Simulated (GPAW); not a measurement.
# wurtzite (GaN)₁₋ₓ(AlN)ₓ at x = 0.125: the N K absorption edge, part 3 of 3

What does the N K edge look like in wurtzite (GaN)₁₋ₓ(AlN)ₓ at x = 0.125?

GPAW 26.7.0; X-ray absorption from dipole matrix elements to empty bands, plane-wave PAW revPBE.

So far. Step 5 (Spectrum with XCH, N atom 2): Main maxima below 24 eV (height): 5.4 eV (2.82), 8.2 eV (1.61) and 22.1 eV (1.05). A K edge sees empty p states on the absorber. Step 5 (Spectrum with XCH, N atom 2): The total-energy difference is 406.92 eV. One term is added: -7.82 eV, since the hole is spin-paired here and a spin-polarised one costs that much less in the free atom (computed apart). The photon energy is then 399.10 eV. The functional leaves an error of a few eV in such absolute values.

## Step 7: Spectrum with XCH, Ga atom 1

The holes are 5.2 Å apart. The excited electron is kept in the cell, where it fills the lowest empty states and screens the hole. After the field has converged, empty bands are computed with the density fixed and the dipole matrix elements are summed.

The absorber has 3 N at 1.95 Å and 1 N at 1.96 Å (tetrahedral).

xas.py reads:

```python
import numpy as np
from ase import Atoms
from ase.parallel import parprint, paropen
from gpaw import GPAW, PW, FermiDirac, Mixer, MixerDif, setup_paths
from gpaw.test import gen
setup_paths.insert(0, '.')
gen('Ga', name='fch1s', xcname='revPBE', corehole=(1, 0, 1), write_xml=True)
from gpaw.mpi import world
world.barrier()

atoms = Atoms('GaNAlNGaNGaNGaNGaNGaNGaN',
    cell=[[6.35875, 0, 0],
     [0, 5.506839, 0],
     [0, 0, 5.159625]],
    scaled_positions=[[0.9989122, 0.0040533, 0.9999622],
     [0.9990169, 0.3334391, 0.1386867],
     [0.9988728, 0.3322848, 0.5008647],
     [0.9991089, 0.0119111, 0.6201968],
     [0.246674, 0.4981979, 0.0003864],
     [0.2476861, 0.8326041, 0.1220135],
     [0.2462557, 0.8314015, 0.5016295],
     [0.2398871, 0.4932303, 0.6202925],
     [0.4985842, 0.000109, 0.0013613],
     [0.4995543, 0.3351638, 0.1222632],
     [0.4991476, 0.3340709, 0.5020053],
     [0.4987599, 0.9973629, 0.6226965],
     [0.7521078, 0.4992975, 0.0001192],
     [0.749653, 0.8334361, 0.1220048],
     [0.7516925, 0.8322362, 0.501455],
     [0.758095, 0.4940179, 0.6199115]],
    pbc=True)
atoms.calc = calc = GPAW(legacy_gpaw=True, mode=PW(500, force_complex_dtype=True), xc='revPBE', setups={0: 'fch1s'},
    kpts={'size': (3, 3, 3), 'gamma': True}, occupations=FermiDirac(0.04),
    charge=-1, mixer=Mixer(0.1, 5, 50), maxiter=150,
    convergence={'density': 0.0001, 'eigenstates': 1e-6}, txt='scf.txt')
energy = atoms.get_potential_energy() + calc.get_reference_energy()
ef = calc.get_fermi_level()
out = dict(energy=energy, fermi=ef, forces=atoms.get_forces().tolist())
parprint(f'all-electron energy {energy:.4f} eV, Fermi level {ef:.4f} eV')
ev = np.array([[calc.get_eigenvalues(k, s) for k in range(len(calc.get_ibz_k_points()))] for s in range(calc.get_number_of_spins())])
out['homo'], out['lumo'], out['counts'] = ev[ev < ef].max(), ev[ev > ef].min(), sorted(set((ev < ef).sum((0, 2)).tolist()))
out['filled'] = (ev[:, 0] < ef).sum(1).tolist()

from ase.units import Ha
from gpaw.xas import dipole_matrix_elements
nb = int(calc.get_number_of_electrons() / 2) + 94
top, nb = nb, nb + 8 + nb // 12
nscf = calc.fixed_density(kpts={'size': (4, 4, 5), 'gamma': True}, nbands=nb,
    convergence={'bands': top, 'eigenstates': 5e-3}, maxiter=60, txt='nscf.txt')
cell = atoms.cell.array
ops = [cell.T @ U.T @ np.linalg.inv(cell.T) for U in nscf.wfs.kd.symmetry.op_scc]
filled = [32]  # bands filled in the ground state, by spin
E = np.arange(-6, 30, 0.1)
fwhm = np.interp(E, [4, 25], [1.82, 3.5])
Y, X, zero, highest = 0, 0, 1e9, 1e9
for spin in range(nscf.get_number_of_spins()):
    wfs = nscf.wfs
    mine = wfs.bd.get_slice()  # this rank's bands
    A = dipole_matrix_elements(wfs.setups[0])
    eps = np.zeros((wfs.kd.nibzkpts, nb))
    d = np.zeros((3, A.shape[1], wfs.kd.nibzkpts, nb), complex)
    for kpt in wfs.kpt_u:
        if kpt.s == spin and 0 in kpt.P_ani:
            eps[kpt.k, mine] = kpt.eps_n * Ha
            d[:, :, kpt.k, mine] = (kpt.weight * wfs.nspins / 2) ** 0.5 * np.inner(A, kpt.P_ani[0])
    world.sum(eps)
    world.sum(d)
    T = np.einsum('amkn,bmkn->abkn', d, d.conj()).real
    T = sum(np.einsum('ai,ijkn,bj->abkn', R, T, R) for R in ops) / len(ops)
    empty = np.ones_like(eps, bool) & (np.arange(nb) >= filled[spin])
    zero, highest = min(zero, eps[empty].min()), min(highest, eps[:, top - 1].min())
    lines = [(eps, T, empty)] if spin == 0 else lines + [(eps, T, empty)]
for eps, T, empty in lines:
    f = np.einsum('aakn->akn', T).reshape(3, -1)
    x = eps.ravel() - zero
    w = np.interp(x, E, fwhm) / 2.35482
    g = np.exp(-0.5 * ((E[:, None] - x) / w) ** 2) / (w * (2 * np.pi) ** 0.5)
    Y = Y + (f * empty.ravel()) @ g.T
    X = X + (f * ~empty.ravel()) @ g.T
out.update(E=E.round(2).tolist(), xas=Y.tolist(), xes=X.tolist(), zero=zero, valid=highest - zero, nk=len(eps), nb=nb)
for i in range(0, len(E), 10):
    parprint(f'{E[i]:7.2f}', *(f'{v:10.3e}' for v in Y[:, i]))
import json
with paropen('out.json', 'w') as f:
    json.dump(out, f)
```

Launch:

```sh
> OMP_NUM_THREADS=1 mpirun -n 4 gpaw python xas.py
```

Numbers of over 12 decimals in the logs are rounded to 6 here.

The program printed:

```text
Input parameters:
  charge: -1
  convergence: {density: 0.0001,
                eigenstates: 1e-06}
  kpts: {gamma: True,
         size: (3, 3, 3)}
  maxiter: 150
  mixer: {backend: pulay,
          beta: 0.1,
          method: separate,
          nmaxold: 5,
          weight: 50}
  mode: {ecut: 500.0,
         force_complex_dtype: True,
         name: pw}
  occupations: {fixmagmom: False,
[...]
*p    :     0.587383
*d    :     0.000000
--------------------------------

Diagonalizing with gridspacing h=0.050

state   all-electron     PAW
-------------------------------
4s:      -0.716397    -0.716622
4p:      -0.412617    -0.412811
*d:                   -0.113185
*f:                   -0.025350
-------------------------------
all-electron energy -378379.5056 eV, Fermi level 10.6131 eV
[...]
28.00  1.292e-07  1.166e-07  1.231e-07
  29.00  1.221e-07  1.081e-07  9.658e-08
[key lines of the parts left out:]
Converged after 20 iterations.
Dipole moment: (1.204498, 1.206362, -5.698383) |e|*Ang
Free energy:    -95.903144
Fermi level: 10.61314
```

Elapsed: 73 s, on 4 MPI ranks of Intel Xeon 6975P-C (Granite Rapids), shared host; peak memory 0.48 GiB.

The Ga K spectrum, Ga atom 1, excited-electron core hole (neutral cell) (energy from the bottom of the conduction band, which holds the excited electron; intensity scaled to a mean of 1 over the first 20 eV):

```tsv
E (eV)	isotropic	ε ∥ x	ε ∥ y	ε ∥ z
-2.00	0.00	0.00	0.00	0.00
-1.25	0.00	0.00	0.00	0.00
-0.50	0.00	0.00	0.00	0.00
0.25	0.01	0.01	0.01	0.01
1.00	0.08	0.08	0.07	0.07
1.75	0.33	0.37	0.32	0.28
2.50	0.79	0.88	0.80	0.69
3.25	1.15	1.20	1.17	1.08
4.00	1.16	1.09	1.15	1.23
4.75	1.10	0.89	1.04	1.37
5.50	1.22	0.95	1.09	1.63
6.25	1.46	1.23	1.32	1.84
7.00	1.79	1.74	1.70	1.92
7.75	2.02	2.27	2.14	1.64
8.50	1.86	2.27	2.18	1.14
9.25	1.46	1.79	1.72	0.86
10.00	1.16	1.30	1.24	0.95
10.75	1.09	1.04	1.04	1.19
11.50	1.05	0.89	0.97	1.28
12.25	0.92	0.76	0.85	1.16
13.00	0.75	0.62	0.69	0.95
13.75	0.63	0.53	0.56	0.80
14.50	0.60	0.50	0.54	0.76
15.25	0.64	0.55	0.59	0.79
16.00	0.73	0.64	0.67	0.87
16.75	0.82	0.75	0.74	0.97
17.50	0.91	0.86	0.83	1.04
18.25	0.98	0.98	0.93	1.04
19.00	1.00	1.06	1.02	0.93
19.75	0.97	1.07	1.06	0.79
20.50	0.93	1.04	1.04	0.70
21.25	0.88	0.99	0.99	0.68
22.00	0.84	0.94	0.92	0.67
22.75	0.80	0.87	0.86	0.66
23.50	0.77	0.81	0.80	0.69
24.25	0.76	0.76	0.76	0.76
25.00	0.78	0.73	0.74	0.86
```

Main maxima below 24 eV (height): 3.6 eV (1.19), 7.8 eV (2.02) and 19.0 eV (1.00). 

The energy difference (zero at 10403 eV) isn't read as a photon energy: for so heavy an absorber the terms left out (the hole's spin, the functional's error) amount to tens of eV or more.

## Step 8: Summary of results

```
absorber and edge                               : N K, atom 2 of the ground-state input (counted from 1)
surroundings                                    : 1 Al at 1.87 Å and 3 Ga at 1.95 Å (distorted tetrahedral)
highest intensity below 16 eV                   : 5.4 eV above the zero, height 2.82
photon energy of the zero, with the added terms : 399.1 eV (raw 406.9 eV; uncertain by a few eV)
```

What this shows: The N K edge of atom 2, with 1 Al at 1.87 Å and 3 Ga at 1.95 Å (distorted tetrahedral), has its highest intensity of the first 16 eV at 5.4 eV above the zero, near 404 eV in photon energy (uncertain by a few eV), 2.8 times the mean level of the first 20 eV (Gaussian full width 0.9 eV up to 4 eV, rising linearly to 3.5 eV at 25 eV). At the N K edge of atom 2 polarisation matters most near 5.0 eV, where the curves differ by 1.9 on this scale. The holes are only 5.2 Å apart, so the shape is probably not converged with cell size; no larger cell was run here. The mesh is coarse (0.29 Å⁻¹ between points), so small maxima may be mesh ripples.

[Banner, clock and machine lines of the logs are left out without a mark of their own.]

[Logs are printed without paths, hosts, clocks, repeated set-up lines and the standing remarks that a program may print on its own settings, such as how far it seeks lower states.]

[Hosts, paths, dates, database ids (printed as entryN), source tags and the programs' standing remarks are cut or masked in the printed files.]

[Lists of maxima count a maximum above −3 eV only where it reaches 4 % of the highest in the window and stands out from its surroundings by 2 % of it (1.5 % where it reaches 55 %); shoulders and weaker maxima are passed over, and of the rest the first, up to two pre-edge ones and the few strongest are named.]
